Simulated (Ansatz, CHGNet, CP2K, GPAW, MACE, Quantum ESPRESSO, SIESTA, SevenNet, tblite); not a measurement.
## CP2K on random packing of 40Si3N4-60SiO2 (mol %) (92 atoms): settings against a plane-wave reference

How do the settings of CP2K change the result for random packing of 40Si3N4-60SiO2 (mol %) (92 atoms)? A plane-wave run serves as the yardstick.

Calculated with CP2K 2026.2; the method is named at each step.

### Step 1. The structure

The cell holds 92 atoms: 36 Si, 32 N and 24 O. Cell: a = 10.618 Å, b = 10.618 Å, c = 10.618 Å, α = 90.0°, β = 90.0°, γ = 90.0°. 92 atoms (36 Si, 32 N, 24 O) packed at random in a cube at 2.56 g/cm³ and pushed apart as soft spheres, cations and anions kept from their own kind; a start for melting by ab initio MD, not an equilibrated structure. Then every atom was moved at random, 0.05 Å r.m.s. a Cartesian component.

The yardstick, on the same geometry:

| Item | Value |
| --- | --- |
| method | Kohn-Sham DFT, PBE, SSSP efficiency 1.3.0 pseudopotentials, plane waves (Quantum ESPRESSO 7.5); sssp-pbe-1.3.0-efficiency, cutoffs 60/480 Ry, Γ point |
| r.m.s. force component | 1.612 eV/Å |
| longest force | 5.323 eV/Å |
| pressure | -13.73 GPa |
| time | 9.7 min on 4 MPI ranks of Arm Neoverse V1, shared host |
| CPU time | 39 min |

### Step 2. PBE, DZVP-MOLOPT-SR, 600/50 Ry, diagonalisation

Method: Kohn-Sham DFT, PBE, GTH-PBE pseudopotentials, Gaussian and plane waves, DZVP-MOLOPT-SR-GTH, diagonalisation.

Contents of input.inp:

```
&GLOBAL
  PROJECT cell
  RUN_TYPE ENERGY_FORCE
  PRINT_LEVEL LOW
&END GLOBAL
&FORCE_EVAL
  METHOD QS
  STRESS_TENSOR ANALYTICAL
  &DFT
    BASIS_SET_FILE_NAME BASIS_MOLOPT
    POTENTIAL_FILE_NAME GTH_POTENTIALS
    &MGRID
      CUTOFF 600
      REL_CUTOFF 50
      NGRIDS 5
    &END MGRID
    &QS
      EPS_DEFAULT 1.0E-12
    &END QS
    &SCF
      SCF_GUESS ATOMIC
      EPS_SCF 5.0E-06
      MAX_SCF 200
      ADDED_MOS 14
      &DIAGONALIZATION
        ALGORITHM STANDARD
      &END DIAGONALIZATION
      &SMEAR ON
        METHOD FERMI_DIRAC
        ELECTRONIC_TEMPERATURE [K] 580
      &END SMEAR
      &MIXING
        METHOD BROYDEN_MIXING
        ALPHA 0.3
        NBROYDEN 12
      &END MIXING
      &PRINT
        &RESTART OFF
        &END RESTART
      &END PRINT
    &END SCF
    &XC
      &XC_FUNCTIONAL PBE
      &END XC_FUNCTIONAL
    &END XC
    &PRINT
      &MULLIKEN ON
      &END MULLIKEN
      &HIRSHFELD ON
        SHAPE_FUNCTION DENSITY
      &END HIRSHFELD
      &MO ON
        EIGENVALUES T
        OCCUPATION_NUMBERS T
        MO_INDEX_RANGE 213 236
        &EACH
          QS_SCF 0
        &END EACH
        ADD_LAST NUMERIC
      &END MO
    &END PRINT
  &END DFT
  &SUBSYS
    &CELL
      A 10.61780 0.00000 0.00000
      B 0.00000 10.61780 0.00000
      C 0.00000 0.00000 10.61780
    &END CELL
    &TOPOLOGY
      COORD_FILE_NAME structure.xyz
      COORD_FILE_FORMAT XYZ
    &END TOPOLOGY
    &KIND Si
      BASIS_SET DZVP-MOLOPT-SR-GTH-q4
      POTENTIAL GTH-PBE-q4
    &END KIND
    &KIND N
      BASIS_SET DZVP-MOLOPT-SR-GTH-q5
      POTENTIAL GTH-PBE-q5
    &END KIND
    &KIND O
      BASIS_SET DZVP-MOLOPT-SR-GTH-q6
      POTENTIAL GTH-PBE-q6
    &END KIND
  &END SUBSYS
  &PRINT
    &FORCES ON
    &END FORCES
    &STRESS_TENSOR ON
    &END STRESS_TENSOR
  &END PRINT
&END FORCE_EVAL
```

Contents of structure.xyz:

```xyz
92

Si 2.24014 2.99295 0.40454
Si 0.18464 6.63676 0.42429
Si 0.52728 10.55048 7.96781
Si 4.89672 8.68791 4.72577
Si 3.80860 6.38969 9.52045
Si 5.67288 5.00279 6.95901
Si 0.28233 2.69257 8.20883
Si 7.64333 3.07300 7.33159
Si 3.77601 1.32712 6.55033
Si 1.92745 7.68623 2.16327
Si 9.16189 7.72519 1.96578
Si 6.93342 9.49199 1.35674
Si 9.56802 2.90684 10.50791
Si 5.95966 10.25308 8.70670
Si 7.31811 4.47700 0.10278
Si 9.34207 5.27237 9.28187
Si 4.74361 0.48959 0.22340
Si 7.01061 7.00775 8.19354
Si 7.99616 4.30488 2.68163
Si 3.07948 4.47084 2.38539
Si 3.96193 6.73190 6.94075
Si 4.98856 3.83207 9.71274
Si 9.76625 10.18927 10.18576
Si 3.72303 3.88250 4.87506
Si 7.31811 9.17527 5.49046
Si 1.54797 1.55837 5.22587
Si 8.02154 5.09782 5.59685
Si 4.69795 10.35299 2.74555
Si 9.78345 8.07017 8.53161
Si 2.44464 8.74450 5.80114
Si 0.15067 5.84244 7.23423
Si 7.89996 1.19482 5.62287
Si 5.49991 5.22587 3.04816
Si 0.29199 8.21223 4.40957
Si 7.87639 1.24483 9.31967
Si 2.80841 2.95621 8.38275
N 6.35274 1.70140 2.10254
N 3.99091 2.21434 9.39951
N 8.20544 6.38884 1.06964
N 1.63249 5.23245 8.01092
N 5.01606 7.08823 5.68870
N 8.37819 7.40061 9.57057
N 9.46152 9.33963 7.45858
N 0.19526 3.91818 2.79206
N 4.45342 3.18916 1.36279
N 8.87775 1.84251 3.52235
N 2.35630 1.68027 2.03267
N 4.85117 2.52300 4.37931
N 8.80534 10.00229 2.37531
N 1.96482 4.03115 5.89192
N 2.18206 10.23248 6.62880
N 2.45898 6.07105 0.58355
N 4.29893 3.17345 6.75335
N 1.49329 9.42786 9.23706
N 10.45779 1.21648 5.96402
N 1.57876 1.27191 9.26403
[... 32 atom lines left out ...]
O 6.63559 3.43571 5.78734
O 5.26229 1.06571 7.71150
O 0.72647 6.78074 3.15986
O 5.37282 7.72169 0.34359
```

Run with:

```
OMP_NUM_THREADS=1 mpirun -np 4 cp2k.psmp -i input.inp > output.txt
```

Numbers of over 12 decimals in the logs are rounded to 6 here.

The log of the run:

```text
CP2K| version string:                                       CP2K version 2026.2
 CP2K| Input file name                                                 input.inp
 GLOBAL| Basis set file name                                        BASIS_MOLOPT
 GLOBAL| Potential file name                                      GTH_POTENTIALS
 GLOBAL| Run type                                                   ENERGY_FORCE
 GLOBAL| Total number of message passing processes                             4
 GLOBAL| Number of threads for this process                                    1
 TOTAL NUMBERS AND MAXIMUM NUMBERS
  Total number of            - Atomic kinds:                                   3
                             - Atoms:                                         92
                             - Shell sets:                                    92
                             - Shells:                                       460
                             - Primitive Cartesian functions:                424
                             - Cartesian basis functions:                   1288
                             - Spherical basis functions:                   1196
  Maximum angular momentum of- Orbital basis functions:                        2
                             - Local part of the GTH pseudopotential:          2
                             - Non-local part of the GTH pseudopotential:      2
 SCF PARAMETERS         Density guess:                                    ATOMIC
                        max_scf:                                             200
                        eps_scf:                                        5.00E-06
                        added MOs                                        14    0
                        Mixing method:                            BROYDEN_MIXING
                                                charge density mixing in g-space
                        Smear method:                                FERMI_DIRAC
                        Electronic temperature [K]:                        580.0
                        Electronic temperature [a.u.]:                  1.84E-03
                        Accuracy threshold:                             1.00E-10
 Extrapolation method: initial_guess
 Number of electrons:                                                        448
 Number of occupied orbitals:                                                224
 Number of molecular orbitals:                                               238
 Number of orbital functions:                                               1196
 Number of independent orbital functions:                                   1196
 SCF WAVEFUNCTION OPTIMIZATION
  Step     Update method      Time    Convergence         Total energy    Change
 *** the last MO => Add more MOs for proper smearing.                   ***
     1 NoMix/Diag. 0.30E+00    3.4     1.47252560      -843.2017637308 -8.43E+02
 *** the last MO => Add more MOs for proper smearing.                   ***
     2 Broy./Diag. 0.30E+00    4.4     1.66524000      -787.9903413744  5.52E+01
 *** the last MO => Add more MOs for proper smearing.                   ***
     3 Broy./Diag. 0.30E+00    4.5     1.77417091      -853.5130988732 -6.55E+01
[...]
4 Broy./Diag. 0.30E+00    4.5     1.30042549      -846.7208993943  6.79E+00
[...]
*** the last MO => Add more MOs for proper smearing.                   ***
    40 Broy./Diag. 0.30E+00    4.6     0.00000644      -840.1681962771  1.77E-06
 *** the last MO => Add more MOs for proper smearing.                   ***
    41 Broy./Diag. 0.30E+00    4.6     0.00000415      -840.1682019840 -5.71E-06
  *** SCF run converged in    41 steps ***
  Electronic density on regular grids:       -448.0000000000        0.0000000000
  Core density on regular grids:              447.9999999996       -0.0000000004
  Total charge density on r-space grids:       -0.0000000004
  Total charge density g-space grids:          -0.0000000004
  Overlap energy of the core charge distribution:               5.1929e-08
  Self energy of the core charge distribution:              -2161.136500
  Core Hamiltonian energy:                                    578.324475
  Hartree energy:                                             945.428220
  Exchange-correlation energy:                               -202.765340
  Electronic entropic energy:                                  -0.019057
  Fermi energy:                                                 0.172638
  Total energy:                                              -840.168202
  Total energy (extrapolated to T->0):                       -840.158674
 MO| EIGENVALUES AND OCCUPATION NUMBERS
 MO|
 MO|  Index      Eigenvalue [a.u.]        Eigenvalue [eV]             Occupation
 MO|    213               0.157969               4.298556               1.999320
 MO|    214               0.159147               4.330622               1.998709
 MO|    215               0.160045               4.355036               1.997897
[...]
MO|    235               0.185671               5.052358               0.001657
 MO|    236               0.186259               5.068366               0.001203
 MO| Sum:                                                             448.000000
 MO| E(Fermi):            0.172638 a.u.          4.697732 eV
 !-----------------------------------------------------------------------------!
                     Mulliken Population Analysis
 #  Atom  Element  Kind  Atomic population                           Net charge
       1     Si       1          3.557211                              0.442789
       2     Si       1          3.644927                              0.355073
       3     Si       1          3.497372                              0.502628
[...]
91     O        3          6.375194                             -0.375194
      92     O        3          6.276795                             -0.276795
 # Total charge                            448.000000                 -0.000000
 !-----------------------------------------------------------------------------!
 !-----------------------------------------------------------------------------!
                           Hirshfeld Charges
  #Atom  Element  Kind  Ref Charge     Population                    Net charge
      1       Si     1       4.000          3.746                         0.254
      2       Si     1       4.000          3.769                         0.231
      3       Si     1       4.000          3.685                         0.315
[...]
91       O      3       6.000          6.222                        -0.222
     92       O      3       6.000          6.181                        -0.181
  Total Charge                                                           -0.000
 !-----------------------------------------------------------------------------!
 ENERGY| Total FORCE_EVAL ( QS ) energy [hartree]           -840.168205
 FORCES| Atomic forces [hartree/bohr]
 FORCES|   Atom     x               y               z               |f|
 FORCES|      1 -1.49469559E-03 -5.29301492E-02  4.55803580E-02   6.98670441E-02
 FORCES|      2  2.98664126E-02 -7.23214453E-03 -1.85986825E-02   3.59195978E-02
 FORCES|      3  3.13493673E-02 -2.78985175E-02 -2.91065234E-02   5.10715166E-02
[...]
FORCES|     91  1.53422167E-02  5.75958826E-02  5.18066450E-03   5.98289946E-02
 FORCES|     92 -2.56512855E-04 -5.77710296E-03  5.86209329E-05   5.78309207E-03
 FORCES| Sum    -3.44637467E-03 -3.45421697E-03 -9.66971246E-03
 FORCES| Total atomic force                                       1.08310873E-02
 STRESS| Analytical stress tensor [bar]
 STRESS|                        x                   y                   z
 STRESS|      x       -1.27081741513E+05  -7.35680737187E+03  -1.62965773225E+03
 STRESS|      y       -7.35680737187E+03  -1.39278949151E+05   3.24298398439E+03
 STRESS|      z       -1.62965773225E+03   3.24298398439E+03  -1.24141075500E+05
 STRESS| 1/3 Trace                                            -1.30167255388E+05
```

Run time: 3.3 min. Hardware: 4 MPI ranks of Arm Neoverse V1, shared host; peak memory 4.4 GiB; 13 min of CPU time.

Banners, paths, timers and routine set-up lines are dropped from the logs unmarked, and long logs keep their key lines alone; longer cuts are marked.

Against the reference:

```yaml
r_m_s_force_component: 1.609 eV/Å
r_m_s_difference_of_force_components: 61.55 meV/Å
longest_difference_of_force_vectors: 214.4 meV/Å
force_difference_over_r_m_s_force: 3.817 %
slope_of_forces_against_the_reference_s: 0.9973
correlation_of_force_components: 0.9993
pressure: -13.02 GPa
pressure_difference: 0.7103 GPa
```

Length of the force difference by element (eV/Å):

```csv
element,atoms,mean,most
N,32,0.057,0.11
O,24,0.11,0.18
Si,36,0.12,0.21
```

Local excerpt of 10 atoms (numbers count through the whole input) about Si5, picked at random; x, y, z are measured from there.

```csv
atom,x,y,z,distance (Å),Hirshfeld charge (e),Fx,Fy,Fz (eV/Å)
Si5,0.00,0.00,0.00,0.00,0.32,-1.13,1.59,2.90
N67,1.02,-0.74,1.21,1.75,-0.20,-0.04,-1.58,-2.12
O74,0.22,-1.02,-1.55,1.87,-0.19,1.58,0.30,0.00
N52,-1.35,-0.32,1.68,2.18,-0.21,-1.50,1.07,1.06
O92,1.56,1.33,1.44,2.51,-0.18,-0.01,-0.30,0.00
Si21,0.15,0.34,-2.58,2.61,0.29,-4.77,1.65,-1.51
Si22,1.18,-2.56,0.19,2.82,0.27,0.16,-1.64,4.10
N40,-2.18,-1.16,-1.51,2.89,-0.15,-0.77,-2.87,-0.53
O72,2.89,-0.99,-0.97,3.20,-0.25,-1.95,-0.38,-0.10
N60,2.15,2.08,-1.15,3.21,-0.25,1.48,-2.13,-1.11
```

Forces lie 3.8 % from the reference's, at 0.34 times its CPU time.

The forces add up to 0.56 eV/Å instead of zero, usually a sign of too coarse a grid.

### Step 3. PBE, SZV-MOLOPT-SR, 600/50 Ry, diagonalisation

Method: Kohn-Sham DFT, PBE, GTH-PBE pseudopotentials, Gaussian and plane waves, SZV-MOLOPT-SR-GTH, diagonalisation.

Changes to input.inp since step 2:

```diff
@@ -68,8 +68,32 @@
     &END CELL
-    &TOPOLOGY
-      COORD_FILE_NAME structure.xyz
-      COORD_FILE_FORMAT XYZ
-    &END TOPOLOGY
+    &COORD
+      SCALED
+      Si 0.21098 0.28188 0.03810
+      Si 0.01739 0.62506 0.03996
+      Si 0.04966 0.99366 0.75042
+      Si 0.46118 0.81824 0.44508
+      Si 0.35870 0.60179 0.89665
+      Si 0.53428 0.47117 0.65541
+      Si 0.02659 0.25359 0.77312
+      Si 0.71986 0.28942 0.69050
+      Si 0.35563 0.12499 0.61692
+      Si 0.18153 0.72390 0.20374
+      Si 0.86288 0.72757 0.18514
+      Si 0.65300 0.89397 0.12778
+      Si 0.90113 0.27377 0.98965
+      Si 0.56129 0.96565 0.82001
+      Si 0.68923 0.42165 0.00968
+      Si 0.87985 0.49656 0.87418
+      Si 0.44676 0.04611 0.02104
+      Si 0.66027 0.66000 0.77168
+      Si 0.75309 0.40544 0.25256
+      Si 0.29003 0.42107 0.22466
+[... 68 atom lines left out ...]
+      O 0.62495 0.32358 0.54506
+      O 0.49561 0.10037 0.72628
+      O 0.06842 0.63862 0.29760
+      O 0.50602 0.72724 0.03236
+    &END COORD
     &KIND Si
-      BASIS_SET DZVP-MOLOPT-SR-GTH-q4
+      BASIS_SET SZV-MOLOPT-SR-GTH-q4
       POTENTIAL GTH-PBE-q4
@@ -77,3 +101,3 @@
     &KIND N
-      BASIS_SET DZVP-MOLOPT-SR-GTH-q5
+      BASIS_SET SZV-MOLOPT-SR-GTH-q5
       POTENTIAL GTH-PBE-q5
@@ -81,3 +105,3 @@
     &KIND O
-      BASIS_SET DZVP-MOLOPT-SR-GTH-q6
+      BASIS_SET SZV-MOLOPT-SR-GTH-q6
       POTENTIAL GTH-PBE-q6
```

Run with:

```
OMP_NUM_THREADS=2 cp2k.psmp -i input.inp > output.txt
```

The log of the run:

```text
CP2K| version string:                                       CP2K version 2026.2
 CP2K| Input file name                                                 input.inp
 GLOBAL| Basis set file name                                        BASIS_MOLOPT
 GLOBAL| Potential file name                                      GTH_POTENTIALS
[... lines left out ...]
 Number of electrons:                                                        448
[... lines left out ...]
  Step     Update method      Time    Convergence         Total energy    Change
[... lines left out ...]
  *** SCF run converged in    47 steps ***
[... lines left out ...]
  Fermi energy:                                                 0.226442
  Total energy:                                              -834.933802
  Total energy (extrapolated to T->0):                       -834.924672
[... lines left out ...]
 MO| E(Fermi):            0.226442 a.u.          6.161810 eV
[... lines left out ...]
 ENERGY| Total FORCE_EVAL ( QS ) energy [hartree]           -834.933808
[... lines left out ...]
 FORCES|      1 -9.38306184E-03 -5.09899632E-02  3.88515218E-02   6.47877993E-02
 FORCES|      2  3.23899622E-02 -6.31490096E-02 -2.52728604E-02   7.53367409E-02
 FORCES|      3  4.53486639E-02 -3.28384742E-02 -8.66060683E-02   1.03128453E-01
[...]
FORCES|     91 -8.28595181E-03  8.60140671E-03  1.90982773E-02   2.25252168E-02
 FORCES|     92  2.67739391E-03 -6.33259718E-03  3.64452823E-03   7.78156869E-03
 FORCES| Sum    -1.93070809E-03 -4.30429687E-03 -9.63512536E-03
 FORCES| Total atomic force                                       1.07280122E-02
 STRESS| Analytical stress tensor [bar]
 STRESS|                        x                   y                   z
 STRESS|      x        1.25419162303E+05  -1.31053549695E+04   7.53632924351E+03
 STRESS|      y       -1.31053549695E+04   9.66724282673E+04  -5.01657747785E+03
 STRESS|      z        7.53632924351E+03  -5.01657747785E+03   1.05498858159E+05
 STRESS| 1/3 Trace                                             1.09196816243E+05
```

Run time: 4.6 min. Hardware: 2 threads; peak memory 3.4 GiB.

Numbers from this run, and their distance from the reference:

- r.m.s. force component: 1.813 eV/Å
- r.m.s. difference of force components: 1350 meV/Å
- longest difference of force vectors: 5264 meV/Å
- force difference over r.m.s. force: 83.74 %
- slope of forces against the reference's: 0.7819
- correlation of force components: 0.6952
- pressure: 10.92 GPa
- pressure difference: 24.65 GPa

This is a coarse setting, run to see what it loses.

Against the first run (3.8 %), the force difference from the reference is 84 %, at 0.62 times the CPU time (on 2 against 4 cores), with 368 basis functions against 1196: the smaller basis costs accuracy.

The forces add up to 0.55 eV/Å instead of zero, usually a sign of too coarse a grid.

### Step 4. All runs compared

Differences are against the plane-wave reference, forces as r.m.s. over components; share is that over the reference's r.m.s. force, slope the least-squares factor from reference forces to these. Total energies of different programs have different zeros and aren't compared.

```csv
run,"Δ force, r.m.s. (meV/Å)",share (%),slope,Δ pressure (GPa),cores,CPU time,memory (GiB)
reference,-,-,-,-,4,39 min,4.3
"CP2K PBE, DZVP-MOLOPT-SR, 600/50 Ry, diagonalisation",61.5,3.82,0.997,0.710,4,13 min,4.4
"CP2K PBE, SZV-MOLOPT-SR, 600/50 Ry, diagonalisation (coarse)",1350,83.7,0.782,24.6,2,8.2 min,3.4
```

Rows marked coarse were listed beforehand as settings not expected to be converged; some can still land near the reference.

CPU time is summed over cores on a shared host, where runs went side by side, so it is rough. Symmetry, cutoffs, thresholds, outputs and thread counts weren't matched or tuned between programs; memory under MPI is the largest rank's times the ranks.

Further runs of this program without a result: CP2K GFN1-xTB, diagonalisation (not converged).

### Step 5. Summary of results

```yaml
nearest_in_forces: CP2K PBE, DZVP-MOLOPT-SR, 600/50 Ry, diagonalisation, 3.8 %
its_cpu_time: 13 min
```

In words: The PBE run in local orbitals, coarse settings apart, differs by 3.8 % (CP2K PBE, DZVP-MOLOPT-SR, 600/50 Ry, diagonalisation); basis, grid and potentials can all enter. Runs with settings chosen to be coarse differ by 84 % (CP2K PBE, SZV-MOLOPT-SR, 600/50 Ry, diagonalisation), their programs' other errors included. Of the electronic-structure runs that take under half the reference's CPU time, CP2K PBE, DZVP-MOLOPT-SR, 600/50 Ry, diagonalisation comes nearest, at 3.8 % in 13 min against 39 min. In pressure, CP2K PBE, SZV-MOLOPT-SR, 600/50 Ry, diagonalisation misses by +24.6 GPa, at the same functional. The reference's pressure holds the uncorrected Pulay stress of its 60 Ry basis, so small pressure differences, and their order, may be the reference's own error. The reference's pressure of -14 GPa belongs to a cell and atoms that aren't relaxed at this level. The electronic-structure runs sample only Γ, in a cell whose shortest periodic width is 11 Å, which is coarse for a cell with partly filled levels.

[Also dropped from logs without a mark: logging warnings of Python, and SIESTA's first energy breakdown and zero terms.]

[Logs are printed without paths, hosts, clocks, repeated set-up lines and the standing remarks that a program may print on its own settings, such as how far it seeks lower states.]

[Hosts, paths, dates, database ids (printed as entryN), source tags and the programs' standing remarks are cut or masked in the printed files.]
